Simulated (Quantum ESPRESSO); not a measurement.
# E(θ) between the sublattices of MnS (Browneite)

Wanted: bilinear and biquadratic couplings of MnS (Browneite) from constrained non-collinear runs.

Main program and level: Quantum ESPRESSO 7.5; LDA with U = 3.2 eV on Mn d (ortho-atomic projectors); plane waves with GBRV 1.5 LDA potentials, no spin-orbit coupling.

Report form: the programs' logs are mostly left out.

## (1) Starting point

Symmetry: F-43m, No. 216, cubic system. Conventional cell: a = 5.600 Å, b = 5.600 Å, c = 5.600 Å, α = 90.00°, β = 90.00°, γ = 90.00°. Nearest to Mn lie 4 S at 2.42 Å. Nearest to S lie 4 Mn at 2.42 Å. Farther neighbours and most contacts between anions are not listed.

The cell comes from the Crystallography Open Database.

## (2) The collinear order that defines the sublattices

Typed as antiferro q=(0,1/2,1/2) +-. The wavevector q is in fractions of the reciprocal vectors of the crystal's primitive cell, as the cells of these inputs are built from it; moments change sign between cells as cos(2π q·R).

pw.in

```
&CONTROL
  calculation = 'scf'
  prefix = 'pwscf'
  outdir = './tmp'
  pseudo_dir = './pseudo'
  disk_io = 'nowf'
/
&SYSTEM
  ibrav = 0
  celldm(1) = 8
  nat = 4
  ntyp = 3
  ecutwfc = 34
  ecutrho = 238
  nbnd = 30
  occupations = 'smearing'
  smearing = 'fd'
  degauss = 0.00734986
  nspin = 2
  starting_magnetization(1) = 0.3
  starting_magnetization(2) = -0.3
  starting_magnetization(3) = 0
/
&ELECTRONS
  conv_thr = 4d-08
  electron_maxstep = 150
  mixing_beta = 0.3
/
ATOMIC_SPECIES
Mn1    54.9380 mn_lda_v1.5.uspp.F.UPF
Mn2    54.9380 mn_lda_v1.5.uspp.F.UPF
S      32.0600 s_lda_v1.4.uspp.F.UPF
CELL_PARAMETERS alat
   0.0000000000000    0.6614041436190    0.6614041436190
   1.3228082872380    0.0000000000000    1.3228082872380
   1.3228082872380    0.6614041436190    0.6614041436190
ATOMIC_POSITIONS crystal
Mn1     0.0000000000    0.0000000000    0.0000000000
Mn2     0.0000000000    0.5000000000    0.0000000000
S       0.2500000000    0.0000000000    0.2500000000
S       0.2500000000    0.5000000000    0.2500000000
K_POINTS automatic
4 2 4 0 0 0
HUBBARD {ortho-atomic}
U Mn1-3d 3.2000
U Mn2-3d 3.2000
```

On the command line:

```
> OMP_NUM_THREADS=1 mpirun -n 4 pw.x -nk 4 -in pw.in > pw.out
```

Elapsed: 13 s, on 4 MPI ranks of Arm Neoverse V2, shared host; peak memory 0.45 GiB; 50 s of CPU time.

Spin moment in the atom's sphere by atom:

| atom | spin moment in the atom's sphere (μB) |
| --- | --- |
| Mn1 | 4.20 |
| Mn2 | -4.20 |
| S3 | 0.00 |
| S4 | 0.00 |

This step gave:

- smearing term TS: 5.10e-6 eV
- magnetization: 0 μB
- absolute magnetization: 9.423 μB
- final state: antiferromagnetic

## (3) The parallel state in the same cell

This run has no penalty. It is needed because the penalty of the later runs acts on every atom: an induced moment is typed with its parallel value times cos(θ/2) along z and its opposed value times sin(θ/2) along x, rounded to 0.01 μB.

pw.in

```
&CONTROL
  calculation = 'scf'
  prefix = 'pwscf'
  outdir = './tmp'
  pseudo_dir = './pseudo'
  disk_io = 'nowf'
/
&SYSTEM
  ibrav = 0
  celldm(1) = 8
  nat = 4
  ntyp = 2
  ecutwfc = 34
  ecutrho = 238
  nbnd = 34
  occupations = 'smearing'
  smearing = 'fd'
  degauss = 0.00734986
  nspin = 2
  starting_magnetization(1) = 0.3
  starting_magnetization(2) = 0
/
&ELECTRONS
  conv_thr = 4d-08
  electron_maxstep = 150
  mixing_beta = 0.3
/
ATOMIC_SPECIES
Mn     54.9380 mn_lda_v1.5.uspp.F.UPF
S      32.0600 s_lda_v1.4.uspp.F.UPF
CELL_PARAMETERS alat
   0.0000000000000    0.6614041436190    0.6614041436190
   1.3228082872380    0.0000000000000    1.3228082872380
   1.3228082872380    0.6614041436190    0.6614041436190
ATOMIC_POSITIONS crystal
Mn      0.0000000000    0.0000000000    0.0000000000
Mn      0.0000000000    0.5000000000    0.0000000000
S       0.2500000000    0.0000000000    0.2500000000
S       0.2500000000    0.5000000000    0.2500000000
K_POINTS automatic
4 2 4 0 0 0
HUBBARD {ortho-atomic}
U Mn-3d 3.2000
```

Wall time 11 s (4 MPI ranks); peak memory 0.45 GiB.

Spin moment in the atom's sphere by atom:

| atom | spin moment in the atom's sphere (μB) |
| --- | --- |
| Mn1 | 4.30 |
| Mn2 | 4.30 |
| S3 | 0.09 |
| S4 | 0.09 |

Read from the output:

* smearing term TS: 0.003557 eV
* magnetization: 9.992 μB
* absolute magnetization: 9.992 μB
* final state: ferromagnetic

## (4) Angle 0°, no penalty

The two sets tilt by half the angle to either side of z. A collinear state is stationary and needs no penalty.

Changes to pw.in since step 3:

```diff
@@ -14,3 +14,3 @@
   ecutrho = 238
-  nbnd = 34
+  nbnd = 60
   occupations = 'smearing'
@@ -18,5 +18,8 @@
   degauss = 0.00734986
-  nspin = 2
-  starting_magnetization(1) = 0.3
+  noncolin = .true.
+  starting_magnetization(1) = 0.28
+  angle1(1) = 0
+  angle2(1) = 0
   starting_magnetization(2) = 0
+  nosym = .true.
 /
```

Run time: 64 s. Hardware: 4 MPI ranks; peak memory 0.68 GiB; 4.2 min of CPU time.

Spin moment in the atom's sphere by atom:

```
atom  x (μB)  y (μB)  z (μB)  size
 Mn1    0.00    0.00    4.30  4.30
 Mn2    0.00    0.00    4.30  4.30
  S3    0.00    0.00    0.09  0.09
  S4    0.00    0.00    0.09  0.09
```

Numbers from this step:

```yaml
smearing_term_ts: 0.003556 eV
magnetization: 0, 0, 9.992 μB
absolute_magnetization: 9.992 μB
final_state: ferromagnetic
```

## (5) Angle 30°, lambda 1 Ry

A penalty pulls the polar angle of each moment to the typed one; its size and its azimuth are free.

Changes to pw.in since step 4:

```diff
@@ -11,3 +11,3 @@
   nat = 4
-  ntyp = 2
+  ntyp = 3
   ecutwfc = 34
@@ -20,5 +20,12 @@
   starting_magnetization(1) = 0.28
-  angle1(1) = 0
+  angle1(1) = 14.999
   angle2(1) = 0
-  starting_magnetization(2) = 0
+  starting_magnetization(2) = 0.28
+  angle1(2) = 14.999
+  angle2(2) = 180
+  starting_magnetization(3) = 0.015
+  angle1(3) = 0
+  angle2(3) = 0
+  constrained_magnetization = 'atomic direction'
+  lambda = 1
   nosym = .true.
@@ -31,3 +38,4 @@
 ATOMIC_SPECIES
-Mn     54.9380 mn_lda_v1.5.uspp.F.UPF
+Mn1    54.9380 mn_lda_v1.5.uspp.F.UPF
+Mn2    54.9380 mn_lda_v1.5.uspp.F.UPF
 S      32.0600 s_lda_v1.4.uspp.F.UPF
@@ -38,4 +46,4 @@
 ATOMIC_POSITIONS crystal
-Mn      0.0000000000    0.0000000000    0.0000000000
-Mn      0.0000000000    0.5000000000    0.0000000000
+Mn1     0.0000000000    0.0000000000    0.0000000000
+Mn2     0.0000000000    0.5000000000    0.0000000000
 S       0.2500000000    0.0000000000    0.2500000000
@@ -45,2 +53,3 @@
 HUBBARD {ortho-atomic}
-U Mn-3d 3.2000
+U Mn1-3d 3.2000
+U Mn2-3d 3.2000
```

Run time: 85 s. Hardware: 4 MPI ranks; peak memory 0.69 GiB; 5.6 min of CPU time.

Spin moment in the atom's sphere by atom:

```csv
atom,x (μB),y (μB),z (μB),size
Mn1,1.29,0.00,4.09,4.29
Mn2,-1.29,0.00,4.09,4.29
S3,0.00,0.00,0.09,0.09
S4,0.00,0.00,0.09,0.09
```

This step gave:

```
smearing term TS       : 0.002076 eV
magnetization          : 0, 0, 9.496 μB
absolute magnetization : 9.934 μB
penalty energy         : 3.864 meV
final state            : non-collinear
```

## (6) Angle 60°, lambda 1 Ry

Changes to pw.in since step 5:

```diff
@@ -20,8 +20,8 @@
   starting_magnetization(1) = 0.28
-  angle1(1) = 14.999
+  angle1(1) = 30
   angle2(1) = 0
   starting_magnetization(2) = 0.28
-  angle1(2) = 14.999
+  angle1(2) = 30
   angle2(2) = 180
-  starting_magnetization(3) = 0.015
+  starting_magnetization(3) = 0.0133
   angle1(3) = 0
```

Elapsed: 74 s, on 4 MPI ranks; peak memory 0.69 GiB.

Read from the output:

| Item | Value |
| --- | --- |
| smearing term TS | 8.92e-4 eV |
| magnetization | 0, 0, 8.47 μB |
| absolute magnetization | 9.832 μB |
| penalty energy | 2.629 meV |
| final state | non-collinear |
| largest moment | 4.270 μB |

## (7) Angle 180°, no penalty

Changes to pw.in since step 6:

```diff
@@ -20,12 +20,8 @@
   starting_magnetization(1) = 0.28
-  angle1(1) = 30
+  angle1(1) = 90
   angle2(1) = 0
   starting_magnetization(2) = 0.28
-  angle1(2) = 30
+  angle1(2) = 90
   angle2(2) = 180
-  starting_magnetization(3) = 0.0133
-  angle1(3) = 0
-  angle2(3) = 0
-  constrained_magnetization = 'atomic direction'
-  lambda = 1
+  starting_magnetization(3) = 0
   nosym = .true.
```

It took 71 s on 4 MPI ranks; peak memory 0.69 GiB; 4.7 min of CPU time.

Numbers from this step:

```
smearing term TS       : 5.10e-6 eV
magnetization          : 0, 0, 0 μB
absolute magnetization : 9.423 μB
final state            : antiferromagnetic
largest moment         : 4.203 μB
```

## (8) E(θ)

Not every run of the table is shown above.

Canting:

| lambda (Ry) | typed angle (degrees) | final angle (degrees) | energy less that at the first angle (meV a seeded atom) | penalty energy, not in the total (meV a cell) | largest site moment (μB) | CPU time (s) |
| --- | --- | --- | --- | --- | --- | --- |
| - | 0 | 0 | 0 | 0 | 4.302 | 254.4 |
| 1 | 30 | 34.89 | -15.79 | 3.864 | 4.29 | 337.9 |
| 1 | 60 | 62.22 | -44.55 | 2.629 | 4.27 | 296 |
| 1 | 90 | 91.2 | -81.05 | 1.502 | 4.245 | 261.8 |
| 1 | 120 | 120.7 | -115.2 | 0.6637 | 4.223 | 263 |
| - | 180 | 180 | -147.6 | 0 | 4.203 | 284.6 |

A fit to E = E0 − A cos θ − B cos² θ gives A = -73.5 meV and B = -5.75 meV a seeded atom.

## (9) Outcome

| Quantity | Value |
| --- | --- |
| angle of lowest energy | 180° |
| range of the energy | 148 meV a seeded atom |
| range of the largest moment | 4.20 to 4.30 μB |
| bilinear coefficient A | -73.5 meV |
| biquadratic coefficient B | -5.75 meV |

In words: The penalty holds the angles within 4.9° of the typed ones. A is negative, so opposed sublattices are favoured, and B is under a tenth of it, as a Heisenberg model has it. The largest moment changes by 2.3 % over the angles. This holds for the two sublattices of this cell; other orders were not tried. Without spin–orbit coupling only the angle between the moments matters. The mesh is coarse, so differences of some ten meV can be noise where moments are itinerant. Energies are free energies at an electronic temperature of 1160 K, which lowers moments and differences where the moments are itinerant. The cutoff lies under the 40 Ry that these files are usually run at.

[Logs and program files are shortened in this print: banners, set-up blocks, solver, clock and traceback lines can be left out without a mark of their own.]

[Logs are printed without paths, hosts, clocks, repeated set-up lines and the standing remarks that a program may print on its own settings, such as how far it seeks lower states.]

[Hosts, paths, dates, database ids (printed as entryN), source tags and the programs' standing remarks are cut or masked in the printed files.]

[Where a cell is said to come from a database of computed structures, the database is the Materials Project.]
